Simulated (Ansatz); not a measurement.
# One crystal, many levels of theory: SrCaTi2O6 (perovskite [001] superlattice) (P4/mmm)

Wanted: a ladder of band gaps for SrCaTi2O6 (perovskite [001] superlattice) (P4/mmm), from density functionals to G0W0.

Program: Ansatz 0.2.0. Level of theory: density functionals, hybrids and G0W0, plane waves, PAW. Results are calculated unless marked as measured.

The structure was built from a prototype and need not be the compound's stable phase.

**1. The structure**

It takes space group P4/mmm (No. 123, tetragonal). Conventional cell: a = 3.830 Å, b = 3.830 Å, c = 7.657 Å, α = 90.00°, β = 90.00°, γ = 90.00°. Nearest to Sr lie 12 O at 2.71 to 2.74 Å. O has 2 Ti at 1.94 Å and 4 Sr at 2.71 Å nearest. Ti has 6 O at 1.89 to 1.94 Å nearest. Nearest to O lie 2 Ti at 1.92 Å and 2 Ca at 2.68 Å and 2 Sr at 2.74 Å. Ca has 12 O at 2.68 to 2.71 Å nearest. Nearest to O lie 2 Ti at 1.89 Å and 4 Ca at 2.71 Å. It derives from SrTiO3. Farther neighbours and most contacts between anions are not listed.

The structure was relaxed with LDA. The runs that relaxed it are not among those shown.

The logs state that the PAW files were generated under PBE.

**2. LDA on the 6×6×4 mesh**

Levels along a band path and on the mesh show where this functional puts the band edges.

This step: DFT, LDA, plane waves, PAW; PAW set soft_1.

input.yaml

```yaml
crystal:
  lattice:
    - [3.8302279743, 0.0, 0.0]
    - [0.0, 3.8302279743, 0.0]
    - [0.0, 0.0, 7.6566011245]
  atoms:
    - { symbol: Sr, position: [0.0, 0.0, 0.126454763] }
    - { symbol: O, position: [0.5, 0.5, 0.1264469708] }
    - { symbol: Ti, position: [0.5, 0.5, 0.379478349] }
    - { symbol: O, position: [0.5, 0.0, 0.3818434934] }
    - { symbol: O, position: [0.0, 0.5, 0.3818434934] }
    - { symbol: Ca, position: [0.0, 0.0, 0.6264623602] }
    - { symbol: O, position: [0.5, 0.5, 0.6264495736] }
    - { symbol: Ti, position: [0.5, 0.5, 0.8734249172] }
    - { symbol: O, position: [0.5, 0.0, 0.8710418402] }
    - { symbol: O, position: [0.0, 0.5, 0.8710418402] }
kpoints:
  mp_grid: { grid: [6, 6, 4] }
  band_path:
    path:
      - [[0.0, 0.0, 0.0], [0.0, 0.5, 0.0], [0.5, 0.5, 0.0], [0.0, 0.0, 0.0], [0.0, 0.0, 0.5], [0.0, 0.5, 0.5], [0.5, 0.5, 0.5], [0.0, 0.0, 0.5]]
      - [[0.0, 0.5, 0.0], [0.0, 0.5, 0.5]]
      - [[0.5, 0.5, 0.0], [0.5, 0.5, 0.5]]
    npoints: 10
hamiltonian:
  xc: lda
  pseudopotentials: { kind: paw, azcp: { folder: soft_1 }, xc_functional: pbe }
scf:
  occupations: { method: fermi_dirac, width: 0.02 }
  n_extra_bands: 7
output:
  eigenvalues: true
  write_density: true
  write_potential: true
  elf: true
  volumetric_format: npy
```

The run is started by

```console
$ ansatz run input.yaml --threads 4 --pin off --max-ram 17510MiB --backend cpu --events-out ev --progress --plain --runs-dir out
```

Numbers of over 12 decimals in the logs are rounded to 6 here.

Log:

```text
Warning: at least one further symmetry operation maps every atom of the structure, as the run holds it, onto an atom to within 2.72e-5 (fractional), and is not used: no operation is sought that the atoms, as the run holds them, miss by more than 2.00e-5, twice crystal.symmetry.tolerance (1.0e-5). The run uses 8 unitary operations. The run imposes no operation that its atoms and lattice do not hold. Figures that only  [...]
scf.n_extra_bands = 7 over 40 filled bands (N_el = 80.0): the run solves 47 bands
Engine: ansatz 0.2.0, aarch64-unknown-linux-gnu
Pseudopotentials: kind: paw
Pseudopotential: Sr, paw, valence charge 10, recommended cutoff 420 eV (normal), soft_1/Sr.paw.azcp
Pseudopotential: O, paw, valence charge 6, recommended cutoff 420 eV (normal), soft_1/O.paw.azcp
Pseudopotential: Ti, paw, valence charge 12, recommended cutoff 420 eV (normal), soft_1/Ti.paw.azcp
Pseudopotential: Ca, paw, valence charge 10, recommended cutoff 420 eV (normal), soft_1/Ca.paw.azcp
Functional definition: SPW92
  exchange = slater_x
  correlation = pw_c
Crystal: 10 atoms, lattice volume = 112.327 Å³
Basis set: ecut = 420 eV, 2153 PW (Γ)
Bands: 47, of which v1, the nominal top of the filled ones, is band 40 counted from 1 (39 counted from 0)
Symmetry: 8 space group operations
Space group: P4mm (ITA 99), of the structure as read, at distance tolerance 4.8e-5 Å
k-points: 30 of 144 (time reversal used)
Non-local potential: Sr, projectors of the file, l = 0: 3, l = 1: 2, l = 2: 2
Non-local potential: O, projectors of the file, l = 0: 2, l = 1: 2, l = 2: 1
Non-local potential: Ti, projectors of the file, l = 0: 3, l = 1: 2, l = 2: 3, l = 3: 1
Non-local potential: Ca, projectors of the file, l = 0: 3, l = 1: 2, l = 2: 2
PAW form: soft (Blöchl's): semilocal exchange-correlation on the pseudo side does not see the compensation charge
PAW frozen core: Sr, regenerated for the run's functional, and the local potential with it (the file was generated under x = pbe(κ = 0.804, μ = 0.219515), c = pbe(β = 0.066725))
PAW frozen core: O, regenerated for the run's functional, and the local potential with it (the file was generated under x = pbe(κ = 0.804, μ = 0.219515), c = pbe(β = 0.066725))
PAW frozen core: Ti, regenerated for the run's functional, and the local potential with it (the file was generated under x = pbe(κ = 0.804, μ = 0.219515), c = pbe(β = 0.066725))
PAW frozen core: Ca, regenerated for the run's functional, and the local potential with it (the file was generated under x = pbe(κ = 0.804, μ = 0.219515), c = pbe(β = 0.066725))
PAW one-centre angular grid: Sr, 110 points (default); XC on 64 Gauss nodes
PAW one-centre angular grid: O, 110 points (default); XC on 64 Gauss nodes
PAW one-centre angular grid: Ti, 590 points (default); XC on 64 Gauss nodes
PAW one-centre angular grid: Ca, 110 points (default); XC on 64 Gauss nodes
Initial density: superposition of atomic densities (chi_scale 0.1, normalization cell, long waves kept (reshape's long-wave potential 0.08 eV rms))
Initial wavefunctions: pseudopotential atomic-orbital guess
Functional: x = slater, c = lda
SCF iter   1: F=—  HF=-13467.485389 eV  |F-HF|=—  |Δ(HF+E_count)|=         —  Δρ=5.38e-2  dr2=2.92e0  ethr=3.10e-3  ⟨swp⟩=12.1  Hψ=6893  notcnv=0
preconditioner: auto → Resta (q_TF=auto, 2.578 Å⁻¹)  ε∞=5.6  [insulator: Δε(μ)=1.894 eV  Ē_g=12.704 eV  σ=0.020 eV  W_gap=1.00  n_scr=38 (ndim 8)  ℏωp=27.1 eV  f_vac=0.000  D(μ)=0.00/eV (n_scr^D=0)  ε∞_Penn≈5.6]
SCF iter   2: F=—  HF=-13466.961935 eV  |F-HF|=—  |Δ(HF+E_count)|=   5.23e-1  Δρ=2.77e-2  dr2=9.14e-1  ethr=3.10e-3  ⟨swp⟩=3.0  Hψ=3008  notcnv=0  defer=40
SCF iter   3: F=—  HF=-13466.780682 eV  |F-HF|=—  |Δ(HF+E_count)|=   1.81e-1  Δρ=8.58e-3  dr2=5.82e-2  ethr=1.14e-3  ⟨swp⟩=3.3  Hψ=2813  notcnv=0  defer=40
SCF iter   4: F=—  HF=-13466.771534 eV  |F-HF|=—  |Δ(HF+E_count)|=   9.15e-3  Δρ=2.43e-3  dr2=4.40e-3  ethr=7.28e-5  ⟨swp⟩=3.2  Hψ=2357  notcnv=0  defer=40
SCF iter   5: F=—  HF=-13466.771631 eV  |F-HF|=—  |Δ(HF+E_count)|=   9.63e-5  Δρ=4.37e-4  dr2=1.77e-4  ethr=5.50e-6  ⟨swp⟩=2.0  Hψ=2677  notcnv=0  defer=40
SCF iter   6: F=—  HF=-13466.771658 eV  |F-HF|=—  |Δ(HF+E_count)|=   2.71e-5  Δρ=1.15e-4  dr2=1.16e-5  ethr=2.21e-7  ⟨swp⟩=2.0  Hψ=1889  notcnv=0  defer=40
SCF iter   7: F=—  HF=-13466.771659 eV  |F-HF|=—  |Δ(HF+E_count)|=   1.57e-6  Δρ=5.68e-5  dr2=2.58e-6  ethr=1.45e-8  ⟨swp⟩=2.0  Hψ=2204  notcnv=0  defer=40
SCF iter   8: F=-13466.771659 eV  HF=-13466.771659 eV  |F-HF|=1.93e-8  |Δ(HF+E_count)|=   4.12e-7  Δρ=9.73e-6  dr2=9.08e-8  ethr=1.25e-10  ⟨swp⟩=11.5  Hψ=5743  notcnv=0
SCF 1 converged in 8 iterations: F = -13466.771659 eV  dr2 = 9.08e-8
[...]
NSCF: frozen V_eff on 93 k-points
SCF converged after 8 iterations
Free energy (F): -13466.771659 eV
Harris-Foulkes:  -13466.771659 eV  (|F-HF|=1.93e-8)
Internal energy: -13466.771659 eV  (E = F + TS)
E sigma→0 (E₀):  -13466.771659 eV
Fermi energy:    10.785210 eV
--- Per-component energies (eV) ---
  E_band       = -458.499481
  E_kinetic    = 2061.513545
  E_local      = -4877.867165  (includes V_loc(G=0)·N_el)
  E_nonlocal   = 779.997281
  E_hartree    = 1731.502933
  E_xc         = -960.344445
  E_vxc        = -1157.054757  (∫ρ·V_xc dr)
  E_paw        = -6309.861546  (= ΣΔE_a)
  E_vpaw       = -728.102988  (= ΣTr[D̂ρ^β])
  E_aug_tail   = 0.004683  (compensation charges beyond the density's cutoff)
  E_ewald      = -5893.527675
  E_core_change = 1.810731  (= ΣΔE_core)
  E_smearing   = -0.000000  (= −TS)
  E_closure    = 0.000000  (closes the sum)
  Σ components = -13466.771659   (vs F -13466.771659, Δ=0.00e0)
--- Band table (eV; the first three rows and the last of 30) ---
  k-point 0: bands = [... 36 lower, 9.1227, 9.4761, 9.4774, 9.4774, 11.7156, 11.7179, 11.7179, 11.9253, ... 3 higher]
  k-point 1: bands = [... 36 lower, 9.1536, 9.1536, 9.3761, 9.3761, 11.7442, 11.8932, 12.1158, 12.1158, ... 3 higher]
  k-point 2: bands = [... 36 lower, 9.2404, 9.2404, 9.2421, 9.2421, 11.8063, 11.8277, 12.8699, 12.8699, ... 3 higher]
  k-point 29: bands = [... 36 lower, 9.1276, 9.1276, 9.7823, 9.8025, 14.1702, 14.1702, 14.1995, 14.1995, ... 3 higher]
```

Elapsed: 15 s, on 4 threads of Arm Neoverse V1, shared host; peak memory 0.63 GiB; 60 s of CPU time.

In the SCF lines HF is the Harris–Foulkes energy and dr2 the Hartree energy of the density residual, in eV; the loop may stop once dr2 is under the threshold and the program's other checks hold. Hψ counts applications of the Hamiltonian.

This step gave:

```yaml
filled_bands: 40
gap: 1.868 eV
valence_top_at: M
conduction_bottom_at: Γ
least_direct_gap: 2.179 eV
```

Over mesh and path the gap is 1.868 eV, from k = (0.500, 0.500, 0.000) to k = Γ. The least direct gap found is 2.179 eV, at k = (0.000, 0.500, 0.000). The program's warnings for this run: near symmetry operation missed by atoms.

**3. LDA+SOC on the 6×6×4 mesh**

This run has two-component orbitals with spin-orbit coupling.

This step: DFT, LDA with spin-orbit coupling, plane waves, PAW; PAW set soft_1.

input.yaml

```yaml
crystal:
  lattice:
    - [3.8302279743, 0.0, 0.0]
    - [0.0, 3.8302279743, 0.0]
    - [0.0, 0.0, 7.6566011245]
  atoms:
    - { symbol: Sr, position: [0.0, 0.0, 0.126454763] }
    - { symbol: O, position: [0.5, 0.5, 0.1264469708] }
    - { symbol: Ti, position: [0.5, 0.5, 0.379478349] }
    - { symbol: O, position: [0.5, 0.0, 0.3818434934] }
    - { symbol: O, position: [0.0, 0.5, 0.3818434934] }
    - { symbol: Ca, position: [0.0, 0.0, 0.6264623602] }
    - { symbol: O, position: [0.5, 0.5, 0.6264495736] }
    - { symbol: Ti, position: [0.5, 0.5, 0.8734249172] }
    - { symbol: O, position: [0.5, 0.0, 0.8710418402] }
    - { symbol: O, position: [0.0, 0.5, 0.8710418402] }
kpoints:
  mp_grid: { grid: [6, 6, 4] }
  band_path:
    path:
      - [0.0, 0.0, 0.0]
      - [0.0, 0.5, 0.0]
      - [0.5, 0.5, 0.0]
      - [0.0, 0.0, 0.5]
      - [0.0, 0.5, 0.5]
      - [0.5, 0.5, 0.5]
    npoints: 1
hamiltonian:
  xc: lda
  pseudopotentials: { kind: paw_fr, azcp: { folder: soft_1 }, xc_functional: pbe }
scf:
  occupations: { method: fixed }
  n_extra_bands: 14
magnetization:
  noncollinear: true
  spin_orbit: true
output:
  eigenvalues: true
```

Log:

```text
[...]
non-collinear run that drives no moment, with spin-orbit: no starting moment large enough to seed its density (crystal.atoms[].spin), no starting occupations that ask for one, no magnetisation constraint and no magnetic field, so the semilocal B_xc is pinned to zero
Crystal: 10 atoms, lattice volume = 112.327 Å³
Basis set: ecut = 420 eV, 2153 PW (Γ)
Bands: 94, of which v1, the nominal top of the filled ones, is band 80 counted from 1 (79 counted from 0)
Symmetry: 8 space group operations + 8 with time reversal
[...]
k-points: 30 of 144 (time reversal used)
Projection manifold: j_resolved (fully-relativistic pseudo-atomic orbitals)
[...]
site 5: m = (+0.0000, +0.0000, +0.0000) μB, |m| = 0.0000 μB  (R = 1.10 Å)
  site 6: m = (+0.0000, +0.0000, +0.0000) μB, |m| = 0.0000 μB  (R = 0.78 Å)
  site 7: m = (+0.0000, +0.0000, +0.0000) μB, |m| = 0.0000 μB  (R = 0.78 Å)
  site 8: m = (+0.0000, +0.0000, +0.0000) μB, |m| = 0.0000 μB  (R = 0.79 Å)
  site 9: m = (+0.0000, +0.0000, +0.0000) μB, |m| = 0.0000 μB  (R = 0.79 Å)
Free energy (F): -13467.532643 eV
[...]
Internal energy: -13467.532643 eV  (E = F + TS)
E sigma→0 (E₀):  -13467.532643 eV
Fermi energy:    9.851762 eV
[...]
--- Band table (eV; the first three rows and the last of 30) ---
  k-point 0: bands = [... 76 lower, 9.4949, 9.4949, 9.4959, 9.4959, 11.7053, 11.7053, 11.7069, 11.7069, ... 10 higher]
  k-point 1: bands = [... 76 lower, 9.3545, 9.3545, 9.3950, 9.3950, 11.7419, 11.7419, 11.8912, 11.8912, ... 10 higher]
  k-point 2: bands = [... 76 lower, 9.2598, 9.2598, 9.2600, 9.2600, 11.8042, 11.8042, 11.8257, 11.8257, ... 10 higher]
  k-point 29: bands = [... 76 lower, 9.7803, 9.7803, 9.8005, 9.8005, 14.1586, 14.1586, 14.1775, 14.1775, ... 10 higher]
[key lines of the parts left out:]
SCF converged after 10 iterations
Magnetization: |M| = 0.0000 μB,  M = (+0.0000, +0.0000, +0.0000) μB
```

It took 45 s on 4 threads; peak memory 1.4 GiB.

Numbers from this step:

- gap: 1.854 eV
- valence top at: M
- conduction bottom at: Γ
- least direct gap: 2.179 eV

Over mesh and listed points the gap is 1.854 eV, from k = (0.500, 0.500, 0.000) to k = Γ. The least direct gap found is 2.179 eV, at k = (0.000, 0.500, 0.000). LDA+SOC against LDA: 1.854 − 1.868 = −0.014 eV, with the same mesh, set of files (read in its fully relativistic form for the spin-orbit run) and cutoff, and both edges at the same k points. The spin-orbit run sees mesh and listed points alone, so its gap is an upper bound: the coupling can move an edge off these points, and the change over the zone, its sign included where it is small, is not known.

**4. HSE06 on the 4×4×2 mesh**

HSE06 mixes in a quarter of exact exchange at short range.

This step: DFT, HSE06, plane waves, PAW; PAW set soft_1.

input.yaml, as its differences from that of step 3:

```diff
@@ -17,3 +17,3 @@
 kpoints:
-  mp_grid: { grid: [6, 6, 4] }
+  mp_grid: { grid: [4, 4, 2] }
   band_path:
@@ -28,11 +28,12 @@
 hamiltonian:
-  xc: lda
-  pseudopotentials: { kind: paw_fr, azcp: { folder: soft_1 }, xc_functional: pbe }
+  xc: hse06
+  pseudopotentials: { kind: paw, azcp: { folder: soft_1 } }
 scf:
   occupations: { method: fixed }
-  n_extra_bands: 14
-magnetization:
-  noncollinear: true
-  spin_orbit: true
+  n_extra_bands: 7
 output:
   eigenvalues: true
+  write_density: true
+  write_potential: true
+  elf: true
+  volumetric_format: npy
```

Log:

```text
[...]
davidson cushion auto → on  (no smearing: the cushion is to keep the highest requested band from converging to the state above it; pin scf.eigensolver.cushion to override)
Crystal: 10 atoms, lattice volume = 112.327 Å³
Basis set: ecut = 420 eV, 2153 PW (Γ)
Bands: 47, of which v1, the nominal top of the filled ones, is band 40 counted from 1 (39 counted from 0)
Symmetry: 8 space group operations
[...]
k-points: 12 of 32
[...]
Fermi energy:    9.224829 eV
[...]
--- Band table (eV; the first three rows and the last of 12) ---
  k-point 0: bands = [... 36 lower, 8.4187, 8.8040, 8.8057, 8.8057, 12.6795, 12.6800, 12.6800, 12.9003, ... 3 higher]
  k-point 1: bands = [... 36 lower, 8.5520, 8.5520, 8.5577, 8.5577, 12.7774, 12.7952, 13.8674, 13.8674, ... 3 higher]
  k-point 2: bands = [... 36 lower, 7.7660, 8.4809, 8.5569, 8.5575, 12.7861, 13.9080, 13.9096, 14.0132, ... 3 higher]
  k-point 11: bands = [... 36 lower, 8.4758, 8.4758, 9.1642, 9.1820, 15.3413, 15.3413, 15.3693, 15.3693, ... 3 higher]
[key lines of the parts left out:]
Free energy (F): -13782.893296 eV
```

Wall time 57 s (4 threads); peak memory 1.8 GiB; 3.5 min of CPU time.

This step gave:

| Quantity | Value |
| --- | --- |
| gap | 3.455 eV |
| valence top at | M |
| conduction bottom at | Γ |
| least direct gap | 3.770 eV |
| exact-exchange fraction | 0.25 |

Over mesh and listed points the gap is 3.455 eV, from k = (0.500, 0.500, 0.000) to k = Γ. The least direct gap found is 3.770 eV, at k = (0.000, 0.500, 0.000). HSE06 against LDA: 3.455 − 1.868 = +1.587 eV. The runs also differ in mesh (6×6×4 and 4×4×2), so how much of this comes from the functional alone is not known. The program's warnings for this run: near symmetry operation missed by atoms.

(Part 1 of 2 ends here.)

[Paths, hosts, dates, memory and timing lines, banners, echoed tables and standing remarks are left out of the program output.]

[Logs are printed without paths, hosts, clocks, repeated set-up lines and the standing remarks that a program may print on its own settings, such as how far it seeks lower states.]

[Runs of the session that timed out or met a known fault of the program may be left out.]

[Cells called generated may have been cut or substituted from an entry of the Crystallography Open Database or the Materials Project.]

[Hosts, paths, dates, database ids (printed as entryN), source tags and the programs' standing remarks are cut or masked in the printed files.]

[Where an RPA ε∞ is given, it is that of the G0W0 mesh and is not shown converged in it. Names of k-points follow the symmetry that the program found, which can be lower than the space group named. Band edges on a path are those of the sampled points; other points can move an edge, and change direct to indirect where valleys lie close.]

[Hybrid gaps are those of their k-mesh and are not shown converged in it.]
